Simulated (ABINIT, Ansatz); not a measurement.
**A GW run on Ba2CaMoO6 (Fm-3m) in ABINIT, with inputs changed**

What do changed inputs do to GW on Ba2CaMoO6 (Fm-3m)?

Main program and level: ABINIT 10.8.3; LDA and many-body steps on it, plane waves.

Report form: the programs' logs are mostly left out.

## 1. Set-up

Symmetry: Fm-3m, No. 225, cubic system. Conventional cell: a = 8.380 Å, b = 8.380 Å, c = 8.380 Å, α = 90.00°, β = 90.00°, γ = 90.00°. Nearest to Ba lie 12 O at 2.97 Å. Ca has 6 O at 2.28 Å nearest. Nearest to Mo lie 6 O at 1.91 Å. Nearest to O lie 1 Mo at 1.91 Å and 1 Ca at 2.28 Å and 4 Ba at 2.97 Å. Farther neighbours and most contacts between anions are not listed.

The cell and positions come from the Crystallography Open Database and are kept as given unless a step says otherwise. Spin-orbit coupling is left out unless a step names it.

## 2. Screening, 2×2×2 mesh, 219 bands, screening to 141.5 eV

This step: ABINIT 10.8.3; RPA screening on LDA, plane waves, norm-conserving pseudopotentials.

The RPA dielectric matrix is built and inverted for each q.

File run.abi:

```
acell 3*1.0 Angstrom
rprim 
  -0.000000000000 4.190056500000 4.190056500000
  4.190056500000 -0.000000000000 4.190056500000
  4.190056500000 4.190056500000 -0.000000000000
ntypat 4
znucl 56 20 42 8
natom 10
typat 1 1 2 3 4 4 4 4 4 4
xred 
  0.250000000000 0.250000000000 0.250000000000
  0.750000000000 0.750000000000 0.750000000000
  0.000000000000 0.000000000000 0.000000000000
  0.500000000000 0.500000000000 0.500000000000
  0.728140000000 0.271860000000 0.271860000000
  0.271860000000 0.728140000000 0.271860000000
  0.271860000000 0.728140000000 0.728140000000
  0.728140000000 0.271860000000 0.728140000000
  0.271860000000 0.271860000000 0.728140000000
  0.728140000000 0.728140000000 0.271860000000
pp_dirpath "pseudos"
pseudos "Ba.upf, Ca.upf, Mo.upf, O.upf"
ecut 36
ngkpt 2 2 2
nshiftk 1
shiftk 0 0 0
kptopt 1
chksymbreak 0
istwfk *1
occopt 1
irdwfk 1
optdriver 3
nband 219
ecuteps 5.2
inclvkb 2
awtr 1
symchi 1
indata_prefix "in"
outdata_prefix "out"
tmpdata_prefix "tmp"
```

Run with:

```
$ OMP_NUM_THREADS=1 mpirun -n 4 abinit run.abi > log
```

Wall time 1.8 min (4 MPI ranks of Arm Neoverse V1, shared host); peak memory 2.5 GiB.

Numbers from this step:

```yaml
eps_infinity_with_local_fields_on_this_mesh_along_the_program_s_q_direction: 5.280
the_same_without_local_fields: 6.458
plasma_frequency: 27.38 eV
plane_waves_in_the_screening_matrix: 537
```

Local fields lower ε∞ by 18 %. On a Γ-centred mesh this coarse the value itself is usually too large, while a short band sum pulls it down.

## 3. Base

The self-energy is evaluated for the states that the input lists, and the levels follow from it, in one-shot runs by the linearised quasiparticle equation.

This step: G0W0 on LDA, plane waves, norm-conserving pseudopotentials.

run.abi, as its differences from that of step 2:

```diff
@@ -31,8 +31,17 @@
 irdwfk 1
-optdriver 3
+optdriver 4
 nband 219
+gwcalctyp 0
+ecutsigx 36
+symsigma 1
+nkptgw 2
+kptgw 
+  0.0000000000 0.0000000000 0.0000000000
+  0.5000000000 0.5000000000 0.0000000000
+bdgw 
+  38 43
+  38 43
 ecuteps 5.2
-inclvkb 2
-awtr 1
-symchi 1
+irdscr 1
+ppmodel 1
 indata_prefix "in"
```

Elapsed: 39 s, on 4 MPI ranks; peak memory 1.9 GiB; 2.6 min of CPU time.

Numbers from this step:

* G0W0 gap on the points computed: 3.707 eV
* starting gap on the mesh: 2.125 eV
* k of the valence top: 0, 0, 0
* k of the conduction bottom: 0.5, 0.5, 0
* Z at the valence top: 0.769
* Z at the conduction bottom: 0.814
* least direct G0W0 gap on the computed points: 3.779 eV

The gap on the mesh goes from 2.13 eV to 3.71 eV, a correction of +1.58 eV.

## 4. Another k mesh than the file's

run.abi, as its differences from that of step 3:

```diff
@@ -23,3 +23,3 @@
 ecut 36
-ngkpt 2 2 2
+ngkpt 3 3 3
 nshiftk 1
```

Elapsed: 3.8 s, on 4 MPI ranks; peak memory 0.19 GiB.

The run stopped with an error after 3.8 s.

The program's words: Cannot continue, basic dimensions/parameters reported in the header do not agree with input file. Check consistency between the content of the WFK external file and the input file.

The fault put into this input: another k mesh than the file's.

## 5. Side by side

Times are wall times on 4 MPI ranks of Arm Neoverse V1, shared host, good to a factor of about two. A run's time includes the screening step that it read.

```csv
run,mesh,bands,screening cutoff (eV),DFT gap (eV),gap on the mesh (eV),direct (eV),ε∞ used,time
base,2×2×2,219,141.5,2.125,3.707,3.779,5.28,2.5 min
```

## 6. Summary of results

| Property | Result |
| --- | --- |
| base | 3.707 eV |
| known limits | not at the basis limit; no spin-orbit coupling; coarse k mesh |

Bands and cutoff are finite, so the gap is not at the basis limit. The miss can reach some tenths of an eV and take either sign; the mesh is an error of its own. In the G0W0 run levels were corrected at 2 k points alone, so a gap called «on the mesh» is the least over those, and an edge elsewhere would be missed. The 2×2×2 mesh is coarse for this cell, which bears on the long-range parts of exchange and screening. The many-body steps are scalar-relativistic: spin-orbit coupling is not in them.

[Paths, hosts, dates, memory and timing lines, banners, echoed tables and standing remarks are left out of the program output.]

[Logs are printed without paths, hosts, clocks, repeated set-up lines and the standing remarks that a program may print on its own settings, such as how far it seeks lower states.]

[Runs of the session that timed out or met a known fault of the program may be left out.]

[Hosts, paths, dates, database ids (printed as entryN), source tags and the programs' standing remarks are cut or masked in the printed files.]

[G0W0 gaps are taken among the corrected bands and points alone; a level outside them can change the order at an edge.]

[Where Ansatz stands beside ABINIT at settings called matched, ABINIT's density can come from a denser mesh and the files from another edition; pairs whose starting gaps differed by over 0.03 eV were left out, so agreement reads better than it is.]
